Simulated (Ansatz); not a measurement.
**TlCuIF: relaxing a made-up structure**

Starting from a made-up structure for TlCuIF, the aim is the relaxed cell, its shortest contacts and, where a second run follows, its electronic structure.

Program: Ansatz 0.2.0. Level of theory: DFT, PBE, plane-wave PAW, files of the set soft_1, scalar-relativistic, ferromagnetic start, cell and ions relaxed at zero pressure; PAW set soft_1. Results are calculated unless marked as measured.

## (1) The structure

Symmetry: P4/mmm, No. 123, tetragonal system. The conventional cell has a = 4.294 Å, b = 4.294 Å, c = 6.421 Å, α = 90.00°, β = 90.00°, γ = 90.00°. Nearest to Tl lie 4 I at 3.04 Å. I has 4 Tl at 3.04 Å and 2 Cu at 3.21 Å nearest. Cu has 4 F at 3.04 Å and 2 I at 3.21 Å nearest. F has 4 Cu at 3.04 Å nearest. Farther neighbours and most contacts between anions are not listed.

## (2) Relaxation of the guess

The guess takes its coordinates from another compound and its volume from a rule, so the cell and any free coordinates are relaxed together.

input.yaml

```yaml
crystal:
  lattice:
    - [4.294, 0.0, 0.0]
    - [0.0, 4.294, 0.0]
    - [0.0, 0.0, 6.421]
  atoms:
    - { symbol: Tl, position: [0.0, 0.0, 0.0] }
    - { symbol: I, position: [0.5, 0.5, 0.0] }
    - { symbol: Cu, position: [0.5, 0.5, 0.5], spin: 0.6 }
    - { symbol: F, position: [0.0, 0.0, 0.5] }
magnetization:
  spin_polarized: true
kpoints:
  mp_grid: { grid: [6, 6, 4] }
scf:
  occupations: { method: fermi_dirac, width: 0.05 }
hamiltonian:
  xc: pbe
  pseudopotentials: { kind: paw, azcp: { folder: soft_1 } }
relax:
  f_tol: 0.015
  max_steps: 70
  cell: {}
output:
  forces: true
  stress: true
```

Command:

```
> ansatz run input.yaml --threads 4 --pin off --max-ram 8192MiB --backend cpu --events-out ev --progress --plain --runs-dir out
```

Numbers of over 12 decimals in the logs are rounded to 6 here.

The program printed:

```text
Engine: ansatz 0.2.0, x86_64-unknown-linux-gnu
Pseudopotentials: kind: paw
Pseudopotential: Tl, paw, valence charge 13, recommended cutoff 420 eV (normal), soft_1/Tl.paw.azcp
Pseudopotential: I, paw, valence charge 17, recommended cutoff 420 eV (normal), soft_1/I.paw.azcp
Pseudopotential: Cu, paw, valence charge 19, recommended cutoff 420 eV (normal), soft_1/Cu.paw.azcp
Pseudopotential: F, paw, valence charge 7, recommended cutoff 420 eV (normal), soft_1/F.paw.azcp
Functional definition: PBE
  parameter kappa = 0.804
  parameter beta = 0.066725
  exchange = pbe_x(kappa = kappa, mu = beta*pi^2/3)
  correlation = pbe_c(beta = beta)
Crystal: 4 atoms, lattice volume = 118.393 Å³
Basis set: ecut = 420 eV, 2285 PW (Γ), exchange–correlation on 60×60×90 points (8 copies of the dense FFT grid, shifted against one another)
Bands: 34, of which v1, the nominal top of the filled ones, is band 28 counted from 1 (27 counted from 0)
Symmetry: 16 space group operations
Space group: P4/mmm (ITA 123), of the structure as read, at distance tolerance 4.9e-5 Å
Magnetic group: BNS 123.339 (UNI 999), of the structure as read, at distance tolerance 4.9e-5 Å
k-points: 30 of 144
Non-local potential: Tl, projectors of the file, l = 0: 2, l = 1: 2, l = 2: 2, l = 3: 1
Non-local potential: I, projectors of the file, l = 0: 2, l = 1: 2, l = 2: 2, l = 3: 1
Non-local potential: Cu, projectors of the file, l = 0: 3, l = 1: 2, l = 2: 3, l = 3: 1
Non-local potential: F, projectors of the file, l = 0: 2, l = 1: 2, l = 2: 1
PAW form: soft (Blöchl's): semilocal exchange-correlation on the pseudo side does not see the compensation charge
PAW one-centre angular grid: Tl, 590 points (default); XC on 64 Gauss nodes
PAW one-centre angular grid: I, 590 points (default); XC on 64 Gauss nodes
PAW one-centre angular grid: Cu, 590 points (default); XC on 64 Gauss nodes
PAW one-centre angular grid: F, 110 points (default); XC on 64 Gauss nodes
Starting moments: Σ|m| = 0.6 μB on 1 of 4 sites
Initial wavefunctions: pseudopotential atomic-orbital guess
Functional: x = pbe(κ = 0.804, μ = 0.219515), c = pbe(β = 0.066725)
SCF iter   1: F=—  HF=-26407.336640 eV  |F-HF|=—  |Δ(HF+E_count)|=         —  Δρ=1.97e-1 (↑1.87e-1 ↓1.97e-1)  dr2=2.45e2  dr2_m=8.04e-1  M=0.013 μB ∫|m|=0.047 μB  β_m=0.30  ethr=3.10e-3  ⟨swp⟩=8.7  Hψ=9639  notcnv=0
preconditioner: auto → Kerker (q_TF=auto, 2.408 Å⁻¹)  [metal: Δε(μ)=0.025 eV  Ē_g=11.435 eV  σ=0.050 eV  W_gap=0.12  n_scr=28 (ndim 8)  ℏωp=21.0 eV  f_vac=0.119  D(μ)=0.94/eV (n_scr^D=2)]
spin=Collinear: Kerker preconditioning applied to the charge; magnetization (m = ρ↑ − ρ↓) channel mixes plain (no charge-response kernel on spin).
SCF iter   2: F=—  HF=-26393.923811 eV  |F-HF|=—  |Δ(HF+E_count)|=    1.34e1  Δρ=6.83e-2 (↑6.83e-2 ↓6.75e-2)  dr2=1.28e1  dr2_m=3.79e-1  M=0.007 μB ∫|m|=0.066 μB  β_m=0.30  ethr=3.10e-3  ⟨swp⟩=3.6  Hψ=6234  notcnv=0  defer=12
SCF iter   3: F=—  HF=-26391.596473 eV  |F-HF|=—  |Δ(HF+E_count)|=    2.33e0  Δρ=3.62e-2 (↑3.61e-2 ↓3.62e-2)  dr2=4.29e0  dr2_m=2.05e-1  M=0.004 μB ∫|m|=0.047 μB  β_m=0.30  ethr=3.10e-3  ⟨swp⟩=2.0  Hψ=3930  notcnv=0  defer=51
SCF iter   4: F=—  HF=-26390.965947 eV  |F-HF|=—  |Δ(HF+E_count)|=   6.31e-1  Δρ=2.35e-2 (↑2.35e-2 ↓2.20e-2)  dr2=2.02e0  dr2_m=1.07e-1  M=0.003 μB ∫|m|=0.038 μB  β_m=0.30  ethr=3.10e-3  ⟨swp⟩=2.0  Hψ=3950  notcnv=0  defer=69
SCF iter   5: F=—  HF=-26390.709116 eV  |F-HF|=—  |Δ(HF+E_count)|=   2.57e-1  Δρ=1.14e-2 (↑1.14e-2 ↓8.13e-3)  dr2=4.84e-1  dr2_m=5.65e-2  M=0.005 μB ∫|m|=0.029 μB  β_m=0.30  ethr=3.10e-3  ⟨swp⟩=2.0  Hψ=3929  notcnv=0  defer=66
SCF iter   6: F=—  HF=-26390.596086 eV  |F-HF|=—  |Δ(HF+E_count)|=   1.13e-1  Δρ=9.33e-3 (↑9.33e-3 ↓7.05e-3)  dr2=2.24e-1  dr2_m=3.05e-2  M=0.002 μB ∫|m|=0.023 μB  β_m=0.30  ethr=8.64e-4  ⟨swp⟩=3.0  Hψ=4098  notcnv=0  defer=70
Mixer restart at iter 6: flushing history
spin-set hold released at iteration 6 (site moments contracting): the magnetisation degrees of freedom join the quasi-Newton model from the next iteration; the mixer history was flushed
SCF iter   7: F=—  HF=-26390.578692 eV  |F-HF|=—  |Δ(HF+E_count)|=   1.74e-2  Δρ=5.55e-3 (↑5.55e-3 ↓4.18e-3)  dr2=9.45e-2  dr2_m=1.66e-2  M=0.001 μB ∫|m|=0.017 μB  β_m=0.47  ethr=4.00e-4  ⟨swp⟩=2.0  Hψ=2660  notcnv=0  defer=70
SCF iter   8: F=—  HF=-26390.578747 eV  |F-HF|=—  |Δ(HF+E_count)|=   5.55e-5  Δρ=2.89e-3 (↑1.94e-3 ↓2.89e-3)  dr2=4.07e-2  dr2_m=2.66e-3  M=-0.000 μB ∫|m|=0.008 μB  β_m=0.55  ethr=1.69e-4  ⟨swp⟩=2.1  Hψ=2611  notcnv=0  defer=70
SCF iter   9: F=—  HF=-26390.583186 eV  |F-HF|=—  |Δ(HF+E_count)|=   4.44e-3  Δρ=1.21e-3 (↑9.20e-4 ↓1.21e-3)  dr2=1.78e-2  dr2_m=5.83e-5  M=-0.001 μB ∫|m|=0.003 μB  β_m=0.78  ethr=7.26e-5  ⟨swp⟩=2.3  Hψ=3100  notcnv=0  defer=64
SCF iter  10: F=—  HF=-26390.583959 eV  |F-HF|=—  |Δ(HF+E_count)|=   7.73e-4  Δρ=1.28e-3 (↑1.28e-3 ↓1.04e-3)  dr2=7.21e-3  dr2_m=1.88e-5  M=-0.000 μB ∫|m|=0.001 μB  β_m=0.64  ethr=3.19e-5  ⟨swp⟩=2.1  Hψ=2987  notcnv=0  defer=64
SCF iter  11: F=—  HF=-26390.582012 eV  |F-HF|=—  |Δ(HF+E_count)|=   1.95e-3  Δρ=9.53e-4 (↑6.17e-4 ↓9.53e-4)  dr2=4.43e-3  dr2_m=4.02e-5  M=-0.000 μB ∫|m|=0.001 μB  β_m=0.82  ethr=1.29e-5  ⟨swp⟩=2.0  Hψ=3692  notcnv=0  defer=63
SCF iter  12: F=—  HF=-26390.581833 eV  |F-HF|=—  |Δ(HF+E_count)|=   1.80e-4  Δρ=2.52e-4 (↑1.76e-4 ↓2.52e-4)  dr2=1.08e-3  dr2_m=9.18e-6  M=0.000 μB ∫|m|=0.001 μB  β_m=0.83  ethr=7.92e-6  ⟨swp⟩=2.0  Hψ=2855  notcnv=0  defer=63
SCF iter  13: F=—  HF=-26390.581491 eV  |F-HF|=—  |Δ(HF+E_count)|=   3.42e-4  Δρ=8.95e-5 (↑8.95e-5 ↓7.88e-5)  dr2=6.76e-5  dr2_m=1.69e-6  M=0.000 μB ∫|m|=0.001 μB  β_m=0.91  ethr=1.94e-6  ⟨swp⟩=2.0  Hψ=2581  notcnv=0  defer=63
SCF iter  14: F=—  HF=-26390.581484 eV  |F-HF|=—  |Δ(HF+E_count)|=   6.85e-6  Δρ=2.90e-5 (↑2.90e-5 ↓2.85e-5)  dr2=5.46e-6  dr2_m=7.02e-9  M=0.000 μB ∫|m|=0.000 μB  β_m=0.96  ethr=1.21e-7  ⟨swp⟩=2.0  Hψ=2972  notcnv=0  defer=63
SCF iter  15: F=—  HF=-26390.581515 eV  |F-HF|=—  |Δ(HF+E_count)|=   3.13e-5  Δρ=1.42e-5 (↑1.42e-5 ↓1.34e-5)  dr2=8.87e-7  dr2_m=5.09e-10  M=0.000 μB ∫|m|=0.000 μB  β_m=0.98  ethr=9.76e-9  ⟨swp⟩=2.0  Hψ=3427  notcnv=0  defer=63
SCF iter  16: F=—  HF=-26390.581517 eV  |F-HF|=—  |Δ(HF+E_count)|=   1.72e-6  Δρ=9.78e-6 (↑9.46e-6 ↓9.78e-6)  dr2=3.94e-7  dr2_m=5.16e-10  M=-0.000 μB ∫|m|=0.000 μB  β_m=0.91  ethr=1.58e-9  ⟨swp⟩=2.2  Hψ=3151  notcnv=0  defer=63
SCF iter  17: F=—  HF=-26390.581517 eV  |F-HF|=—  |Δ(HF+E_count)|=   2.44e-7  Δρ=8.16e-6 (↑8.02e-6 ↓8.16e-6)  dr2=2.13e-7  dr2_m=2.91e-10  M=-0.000 μB ∫|m|=0.000 μB  β_m=0.74  ethr=7.03e-10  ⟨swp⟩=2.0  Hψ=3098  notcnv=0  defer=63
[...]
relax step  15: F+E_penalty+E_count = -26392.50264179 eV  Δ(F+E_penalty+E_count) = -6.367e-4 eV  max|allowed force component| = 2.227e-28 eV/Å  Δτ_max = 0.0000 Å  P = +0.065 GPa  Ω = 141.206 Å³  energy of the carried Pulay correction = -1.205e-3 eV  (8 SCF iters, dr2 threshold 6.42e-8 eV, accepted)
relax step  16: F+E_penalty+E_count = -26392.50194077 eV  Δ(F+E_penalty+E_count) = +7.010e-4 eV  max|allowed force component| = 1.246e-28 eV/Å  Δτ_max = 0.0000 Å  P = +0.008 GPa  Ω = 143.325 Å³  energy of the carried Pulay correction = -2.480e-3 eV  (8 SCF iters, dr2 threshold 1.53e-8 eV, accepted)
Basis set: ecut = 420 eV, 2773 PW (Γ), exchange–correlation on 80×80×72 points (8 copies of the dense FFT grid, shifted against one another)
iter 1 solved again at ethr=3.88e-7 eV; its pass at ethr=3.10e-3 eV (dr2=2.18e-4 eV) is discarded
SCF iter   1: F=—  HF=-26392.481545 eV  |F-HF|=—  |Δ(HF+E_count)|=         —  Δρ=2.77e-4 (↑2.77e-4 ↓2.77e-4)  dr2=1.57e-5  dr2_m=6.49e-12  M=-0.000 μB ∫|m|=0.000 μB  β_m=0.30  ethr=3.88e-7  ⟨swp⟩=3.7  Hψ=15242  notcnv=0
preconditioner: auto → Resta (q_TF=auto, 2.333 Å⁻¹)  ε∞=4.5  [insulator: Δε(μ)=0.295 eV  Ē_g=10.172 eV  σ=0.050 eV  W_gap=0.90  n_scr=26 (ndim 8)  ℏωp=19.1 eV  f_vac=0.287  D(μ)=0.08/eV (n_scr^D=0)  ε∞_Penn≈4.5]
spin=Collinear: Resta preconditioning applied to the charge; magnetization (m = ρ↑ − ρ↓) channel mixes plain (no charge-response kernel on spin).
SCF iter   2: F=—  HF=-26392.491370 eV  |F-HF|=—  |Δ(HF+E_count)|=   9.83e-3  Δρ=1.97e-4 (↑1.97e-4 ↓1.97e-4)  dr2=1.12e-5  dr2_m=3.68e-12  M=-0.000 μB ∫|m|=0.000 μB  β_m=0.57  ethr=2.80e-8  ⟨swp⟩=2.2  Hψ=3366  notcnv=0
SCF iter   3: F=—  HF=-26392.503709 eV  |F-HF|=—  |Δ(HF+E_count)|=   1.23e-2  Δρ=6.76e-5 (↑6.76e-5 ↓6.76e-5)  dr2=9.38e-6  dr2_m=4.67e-13  M=0.000 μB ∫|m|=0.000 μB  β_m=0.47  ethr=2.01e-8  ⟨swp⟩=2.9  Hψ=4094  notcnv=0
SCF iter   4: F=—  HF=-26392.504391 eV  |F-HF|=—  |Δ(HF+E_count)|=   6.82e-4  Δρ=7.22e-6 (↑7.22e-6 ↓7.22e-6)  dr2=2.14e-7  dr2_m=8.77e-14  M=0.000 μB ∫|m|=0.000 μB  β_m=0.49  ethr=1.68e-8  ⟨swp⟩=2.0  Hψ=3706  notcnv=0
SCF iter   5: F=—  HF=-26392.504386 eV  |F-HF|=—  |Δ(HF+E_count)|=   4.37e-6  Δρ=6.72e-6 (↑6.72e-6 ↓6.72e-6)  dr2=5.68e-8  dr2_m=5.01e-14  M=0.000 μB ∫|m|=0.000 μB  β_m=0.74  ethr=3.83e-10  ⟨swp⟩=2.0  Hψ=2741  notcnv=0
SCF iter   6: F=—  HF=-26392.504401 eV  |F-HF|=—  |Δ(HF+E_count)|=   1.50e-5  Δρ=3.89e-6 (↑3.89e-6 ↓3.89e-6)  dr2=5.26e-8  dr2_m=4.46e-15  M=-0.000 μB ∫|m|=0.000 μB  β_m=0.65  ethr=1.01e-10  ⟨swp⟩=2.0  Hψ=3202  notcnv=0
SCF iter   7: F=—  HF=-26392.504402 eV  |F-HF|=—  |Δ(HF+E_count)|=   2.62e-7  Δρ=1.45e-6 (↑1.45e-6 ↓1.45e-6)  dr2=2.04e-9  dr2_m=1.55e-15  M=-0.000 μB ∫|m|=0.000 μB  β_m=0.79  ethr=9.40e-11  ⟨swp⟩=2.0  Hψ=3176  notcnv=0
SCF iter   8: F=—  HF=-26392.504452 eV  |F-HF|=—  |Δ(HF+E_count)|=   4.99e-5  Δρ=1.61e-6 (↑1.61e-6 ↓1.61e-6)  dr2=7.31e-9  dr2_m=2.62e-16  M=0.000 μB ∫|m|=0.000 μB  β_m=0.79  ethr=3.64e-12  ⟨swp⟩=4.0  Hψ=5196  notcnv=0
SCF iter   9: F=—  HF=-26392.504452 eV  |F-HF|=—  |Δ(HF+E_count)|=   7.01e-8  Δρ=1.40e-6 (↑1.40e-6 ↓1.40e-6)  dr2=6.01e-9  dr2_m=1.97e-16  M=0.000 μB ∫|m|=0.000 μB  β_m=0.90  ethr=3.64e-12  ⟨swp⟩=2.0  Hψ=2722  notcnv=0
SCF iter  10: F=—  HF=-26392.504452 eV  |F-HF|=—  |Δ(HF+E_count)|=   1.49e-7  Δρ=6.95e-7 (↑6.95e-7 ↓6.95e-7)  dr2=1.72e-9  dr2_m=9.88e-18  M=-0.000 μB ∫|m|=0.000 μB  β_m=0.95  ethr=3.64e-12  ⟨swp⟩=2.0  Hψ=3200  notcnv=0
SCF iter  11: F=—  HF=-26392.504452 eV  |F-HF|=—  |Δ(HF+E_count)|=   4.39e-8  Δρ=2.77e-7 (↑2.77e-7 ↓2.77e-7)  dr2=3.22e-10  dr2_m=1.36e-17  M=0.000 μB ∫|m|=0.000 μB  β_m=0.97  ethr=3.08e-12  ⟨swp⟩=2.0  Hψ=3190  notcnv=0
SCF iter  12: F=—  HF=-26392.504452 eV  |F-HF|=—  |Δ(HF+E_count)|=   1.33e-9  Δρ=1.83e-7 (↑1.83e-7 ↓1.83e-7)  dr2=1.26e-10  dr2_m=1.20e-17  M=0.000 μB ∫|m|=0.000 μB  β_m=0.91  ethr=1.00e-12  ⟨swp⟩=2.0  Hψ=2204  notcnv=0
SCF iter  13: F=-26392.504452 eV  HF=-26392.504452 eV  |F-HF|=8.37e-11  |Δ(HF+E_count)|=   2.93e-9  Δρ=5.98e-8 (↑5.98e-8 ↓5.98e-8)  dr2=1.24e-11  dr2_m=2.18e-19  M=0.000 μB ∫|m|=0.000 μB  ethr=1.00e-12  ⟨swp⟩=3.0  Hψ=7075  notcnv=0
the starting moments were not kept: the SCF closed with an absolute magnetisation of 2.5e-10 μB, where they sum to 0.6 μB in size (1 site). That is at most 0.1 of that sum. Measured as dr2_m measures the in/out step, that magnetisation stands 0 eV from none, at or under the dr2_threshold of 4.0e-11 eV: it is no larger than a step whose dr2_m would equal this threshold.
SCF 17 converged in 13 iterations: F = -26392.504452 eV  dr2 = 1.24e-11
relax step  17: F+E_penalty+E_count = -26392.50445185 eV  Δ(F+E_penalty+E_count) = -2.511e-3 eV  max|allowed force component| = 1.242e-28 eV/Å  Δτ_max = 0.0000 Å  P = +0.009 GPa  Ω = 143.325 Å³  stress off target by 1.44e-2 GPa  SCF on the basis re-selected at this cell (its energy is not comparable with the rows above)  (13 SCF iters)
basis re-selected at this cell: Δ(F+E_penalty+E_count) = -2.511e-3 eV, ΔP = +0.000 GPa vs the last step (what re-selecting the basis moved, of the pressure what is left beyond the Pulay correction that the steps carried, after the strain that the cell walked since its last selection, with what the two solves' SCF thresholds leave and, on support functions, any second-order correction that the steps lacked; it is no measure of the basis error at this ecutwfc). The dense FFT grid was sized anew with the basis: this SCF ran on 40×40×36 points, the steps before it on 36×36×36, so part of this shift can come from that change (see relax.cell in the input reference). [rest of the remark cut]
SCF converged after 13 iterations
Magnetization: 0.0000 μB (28.0000 up, 28.0000 down)
Absolute magnetization: 0.0000 μB (∫|ρ↑−ρ↓|, with the PAW one-centre terms)
Spin contamination: 0.0000 ħ² per cell (⟨S²⟩ above its minimum at these occupations)
Per-site moments (μB) at R_I (Å): [(5.839345741326175e-12, 1.018683), (-5.408665667601635e-12, 1.018683), (-2.914107548249684e-11, 1.018683), (1.3042112083192647e-11, 1.018683)]
Free energy (F): -26392.504452 eV
Harris-Foulkes:  -26392.504452 eV  (|F-HF|=8.37e-11)
Internal energy: -26392.503448 eV  (E = F + TS)
E sigma→0 (E₀):  -26392.503950 eV
Entropy (-TS):   -0.001004 eV (-0.251 meV/atom)
Fermi energy:    3.797042 eV
--- Per-component energies (eV) ---
  E_band       = -1125.330915
  E_kinetic    = 879.882586
  E_local      = -11447.427953  (includes V_loc(G=0)·N_el)
  E_nonlocal   = 1427.913483
  E_hartree    = 4918.279804
  E_xc         = -436.145770
  E_vxc        = -416.450217  (∫ρ·V_xc dr)
  E_paw        = -17001.212965  (= ΣΔE_a)
  E_vpaw       = -1405.807229  (= ΣTr[D̂ρ^β])
  E_aug_tail   = -0.000952  (compensation charges beyond the density's cutoff)
  E_ewald      = -4733.791681
  E_smearing   = -0.001004  (= −TS)
  E_closure    = -0.000000  (closes the sum)
  Σ components = -26392.504452   (vs F -26392.504452, Δ=0.00e0)
--- Forces (eV/Å), atoms counted from 1 ---
  atom   1  Tl     0.00000000     0.00000000     0.00000000
  atom   2  I     -0.00000000     0.00000000    -0.00000000
  atom   3  Cu    -0.00000000    -0.00000000    -0.00000000
  atom   4  F      0.00000000    -0.00000000     0.00000000
  max |Σ_I F_I| component: 1.77e-28 eV/Å
--- Stress (GPa, compression-positive) ---
        0.014374      -0.000000       0.000000
       -0.000000       0.014374       0.000000
        0.000000       0.000000      -0.003009
  P = ⅓ Tr σ = 0.0086 GPa (0.086 kbar)
--- Relaxed structure (14 steps of the walk, 14 accepted, 3 SCFs on fresh bases) ---
  F+E_penalty+E_count = -26392.50445185 eV   max|allowed force component| = 1.242e-28 eV/Å   (the final SCF, on the basis selected at the relaxed cell)
  cell:  # Å, volume = 143.3246 Å³
    - [5.386887, 0, 0.0]
    - [0, 5.386887, 0.0]
    - [0.0, 0.0, 4.939068]
  atoms:
    - { symbol: Tl, position: [0, 0, 0.0] }
    - { symbol: I, position: [0.500000, 0.500000, 0.0] }
    - { symbol: Cu, position: [0.500000, 0.500000, 0.5] }
    - { symbol: F, position: [0, 0, 0.5] }
```

Elapsed: 57 s, on 4 threads of Intel Xeon Platinum 8375C at 2.90GHz (Ice Lake), shared host; peak memory 0.68 GiB.

The steps of the relaxation:

```
step  energy less that of the first step (eV)  largest force component (eV/Å)  pressure (GPa)  volume (Å³)
   1                                   0.0000                          0.0000            1.36       118.39
   2                                  -0.5127                          0.0000           -0.48       120.86
   3                                  -0.9102                          0.0000           -0.61       117.91
   4                                  -1.2885                          0.0000           -0.09       114.39
   5                                  -1.5891                          0.0000            1.20       111.69
   6                                  -1.7414                          0.0000           -0.05       119.84
   7                                  -1.7539                          0.0000           -0.21       122.98
   8                                  -1.7566                          0.0000            0.14       121.21
   9                                  -1.7565                          0.0000            0.00       121.66
 10*                                  -1.8416                          0.0000            0.95       121.66
  11                                  -1.8809                          0.0000            0.56       127.42
  12                                  -1.9006                          0.0000            0.17       136.03
  13                                  -1.8987                          0.0000           -0.01       138.96
 14*                                  -1.9205                          0.0000            0.09       138.96
  15                                  -1.9211                          0.0000            0.06       141.21
  16                                  -1.9204                          0.0000            0.01       143.32
 17*                                  -1.9229                          0.0000            0.01       143.32
```

Relaxation steps marked * repeat the geometry before them on a plane-wave basis chosen anew for their cell, so energy and pressure can jump there.

The run keeps the 16 symmetry operations that it works with, so distortions that break them were not tested.

```
     cell as run  before  after   change
           a (Å)   4.294  5.387  +25.5 %
           b (Å)   4.294  5.387  +25.5 %
           c (Å)   6.421  4.939  -23.1 %
volume (Å³/atom)   29.60  35.83  +21.1 %
```

The relaxed structure:

```xyz
4
Lattice="5.3869 0.0000 0.0000 0.0000 5.3869 0.0000 0.0000 0.0000 4.9391" Properties=species:S:1:pos:R:3 pbc="T T T"
Tl    0.0000    0.0000    0.0000
I     2.6934    2.6934    0.0000
Cu    2.6934    2.6934    2.4695
F     0.0000    0.0000    2.4695
```

This step gave:

```yaml
free_energy: -26392.5045 eV
energy_at_zero_smearing: -26392.5039 eV
smearing_term_ts: 0.001004 eV
fermi_energy: 3.797 eV
gap_by_band_count: 0.2978 eV
electrons: 56
symmetry_operations: 16
pressure: 0.008580 GPa
```

The shortest distance of each pair, which need not be the same contact before and after:

```
 pair  guess (Å)  relaxed (Å)
 F–Tl      3.211        2.470
 Cu–I      3.211        2.470
 I–Tl      3.036        3.809
 Cu–F      3.036        3.809
Cu–Tl      4.419        4.540
```

The relaxation ends with a pressure of 0.01 GPa. No moment survives the cycle: this start ends non-magnetic.

## (3) Results

```json
{"space group, relaxed": "P4/mmm", "conventional cell": "a = 5.387, b = 5.387, c = 4.939 Å; α = 90.0°, β = 90.0°, γ = 90.0°", "volume per atom": "35.83 Å³ (guess 29.60)", "total moment": "0.00 μB in the cell of 4 atoms"}
```

**Reading.** TlCuIF relaxes to P4/mmm with a = 5.387, b = 5.387 and c = 4.939 Å. The guessed volume was 17 % too small. The space group P4/mmm was held in the relaxation, so the end point is a stationary structure within it and may be a saddle against distortions or other arrangements. The moments died out from this one start and weren't seeded again at the relaxed cell. Mesh and cutoff weren't tested. A vector of the cell changed its length by 25 %, so the starting arrangement is largely lost and the mesh was laid for another shape. Spin-orbit coupling is left out, which can matter for elements this heavy. No dispersion term is used, so weakly bound directions may come out too long. Nothing here tests whether the compound is stable against decomposition.

[Logs are printed without paths, hosts, clocks, repeated set-up lines and the standing remarks that a program may print on its own settings, such as how far it seeks lower states.]

[Hosts, paths, dates, database ids (printed as entryN), source tags and the programs' standing remarks are cut or masked in the printed files.]
